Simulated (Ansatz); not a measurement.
Rows from a G0W0 calculation on SrTiO3 (Tausonite) (Ansatz 0.2.0; G0W0 on PBE, plane waves, PAW; 4×4×4 mesh, 135 empty bands, screening to 100 eV, hard PAW files), in eV. Spin-orbit coupling is left out.

| row | k | band | start | Σx | Σc at the solution | Vxc |
| --- | --- | --- | --- | --- | --- | --- |
| A | Γ | v1 | 9.633 | -26.382 | 4.678 | -21.505 |
| B | Γ | c1 | 11.842 | -12.613 | -6.350 | -20.287 |
| C | (-0.500, -0.500, -0.500) | v1 | 9.981 | -26.081 | 4.860 | -21.015 |
| D | (-0.500, -0.500, -0.500) | c1 | 14.450 | -14.504 | -7.867 | -23.795 |

Work out each quasiparticle level and how far it moved.

The quasiparticle equation reads E = start + Σx + Σc(E) − Vxc.

| row | E (eV) | shift (eV) |
| --- | --- | --- |
| A | 9.434 | −0.199 |
| B | 13.165 | +1.323 |
| C | 9.774 | −0.207 |
| D | 15.874 | +1.424 |

Limits: not at the basis limit; no spin-orbit coupling; coarse k mesh.

[Runs of the session that timed out or met a known fault of the program may be left out.]

[Cells called generated may have been cut or substituted from an entry of the Crystallography Open Database or the Materials Project.]

[Hosts, paths, dates, database ids (printed as entryN), source tags and the programs' standing remarks are cut or masked in the printed files.]
